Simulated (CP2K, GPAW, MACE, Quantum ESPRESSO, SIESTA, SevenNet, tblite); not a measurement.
# Which run comes nearest? Amorphous SnO2 (72 atoms)

Density of this cell: 6.28 g/cm³. The cell holds 72 atoms: 24 Sn and 48 O. Cell: a = 9.851 Å, b = 9.851 Å, c = 9.851 Å, α = 90.0°, β = 90.0°, γ = 90.0°. 72 atoms (24 Sn, 48 O) placed at random at 6.03 g/cm³, melted at 5000 K for 10 ps at fixed volume with the Morse and Coulomb pair potential with partial charges (Pedone, Malavasi, Menziani, Cormack and Segre, J. Phys. Chem. B 110, 11780 (2006)). Quenched from 5000 K to 300 K at 50 K/ps and fixed volume, held 10 ps at zero pressure, then minimised at fixed cell. Then every atom was moved at random, 0.02 Å r.m.s. a Cartesian component.

Geometry: as built.

The reference, a calculation:

* method: Kohn-Sham DFT, PBE, SSSP efficiency 1.3.0 pseudopotentials, plane waves (Quantum ESPRESSO 7.5); sssp-pbe-1.3.0-efficiency, cutoffs 60/480 Ry, Γ point
* r.m.s. force component: 0.686 eV/Å
* longest force: 2.588 eV/Å
* pressure: 8.505 GPa
* time: 5.6 min on 2 MPI ranks of Arm Neoverse V1, shared host
* CPU time: 11 min

**Question.** The same geometry is run in other programs. How far does each lie from the reference, and what does it cost?
- GPAW PBE, LCAO dzp, h 0.18 Å (GPAW 26.7.0; 1 thread)
- SIESTA PBE, SZP, shift 0.01 Ry, mesh 500 Ry (SIESTA 5.4.2; 2 MPI ranks)
- MACE MP-0b2 small potential (MACE MP-0b2 small; 1 thread)
- SevenNet l3i5 potential (SevenNet l3i5; 1 thread)
- CP2K PBE, SZV-MOLOPT-SR, 600/50 Ry, diagonalisation (CP2K 2026.2; 2 threads)
- SevenNet 0 potential (SevenNet 0; 1 thread)
- SIESTA PBE, DZP, shift 0.01 Ry, mesh 500 Ry (SIESTA 5.4.2; 2 MPI ranks)
- tblite GFN1-xTB (tblite 0.8.0; 1 thread)
- CP2K PBE, DZVP-UZH, 600/50 Ry, diagonalisation (CP2K 2026.2; 4 MPI ranks)

Differences are against the plane-wave reference, forces as r.m.s. over components; share is that over the reference's r.m.s. force, slope the least-squares factor from reference forces to these. Total energies of different programs have different zeros and aren't compared.

```csv
run,"Δ force, r.m.s. (meV/Å)",share (%),slope,Δ pressure (GPa),cores,CPU time,memory (GiB)
reference,-,-,-,-,2,11 min,3.0
"GPAW PBE, LCAO dzp, h 0.18 Å",127,18.6,1.098,-,1,3.8 min,1.5
"SIESTA PBE, SZP, shift 0.01 Ry, mesh 500 Ry (coarse)",227,33.2,1.203,6.97,2,7.3 min,2.0
MACE MP-0b2 small potential,148,21.6,0.838,-0.579,1,7 s,0.66
SevenNet l3i5 potential,70.8,10.3,0.978,0.226,1,11 s,1.3
"CP2K PBE, SZV-MOLOPT-SR, 600/50 Ry, diagonalisation (coarse)",326,47.5,1.106,13.9,2,5.6 min,2.8
SevenNet 0 potential,101,14.7,0.938,0.506,1,8.2 s,0.87
"SIESTA PBE, DZP, shift 0.01 Ry, mesh 500 Ry",181,26.4,1.163,5.14,2,7.7 min,2.2
tblite GFN1-xTB,441,64.3,0.494,-16.3,1,3.3 s,0.11
"CP2K PBE, DZVP-UZH, 600/50 Ry, diagonalisation",128,18.7,1.015,3.63,4,5.3 min,4.7
```

Rows marked coarse were listed beforehand as settings not expected to be converged; some can still land near the reference.

Times of the machine-learned potentials are mostly Python's start and the loading of weights.

CPU time is summed over cores on a shared host, where runs went side by side, so it is rough. Symmetry, cutoffs, thresholds, outputs and thread counts weren't matched or tuned between programs; memory under MPI is the largest rank's times the ranks.

The PBE runs in local orbitals, coarse settings apart, differ by 19 % (GPAW PBE, LCAO dzp, h 0.18 Å) to 26 % (SIESTA PBE, DZP, shift 0.01 Ry, mesh 500 Ry); basis, grid and potentials can all enter. Tight binding differs by 64 % (tblite GFN1-xTB); it is another model, with fitted parameters of its own, and the xTB methods hold dispersion. Machine-learned potentials differ by 10 % (SevenNet l3i5 potential) to 22 % (MACE MP-0b2 small potential); they were trained on other programs' data. Among those trained on PBE data the slope goes as low as 0.84, which softening far from their training structures can give, though the reference's k-sampling is untested too. Runs with settings chosen to be coarse differ by 33 % (SIESTA PBE, SZP, shift 0.01 Ry, mesh 500 Ry) to 47 % (CP2K PBE, SZV-MOLOPT-SR, 600/50 Ry, diagonalisation), their programs' other errors included. Periodic xTB results under one method name differ between programs and library versions. Machine-learned potentials mimic data converged in k, so the reference's own k-point error enters their differences. The network of bonds at the start is that of the classical potential that made the cell, and needn't be the one that DFT or experiment would give. The electronic-structure runs sample only Γ, in a cell whose shortest periodic width is 10 Å.

[Logs are printed without paths, hosts, clocks, repeated set-up lines and the standing remarks that a program may print on its own settings, such as how far it seeks lower states.]

[Hosts, paths, dates, database ids (printed as entryN), source tags and the programs' standing remarks are cut or masked in the printed files.]
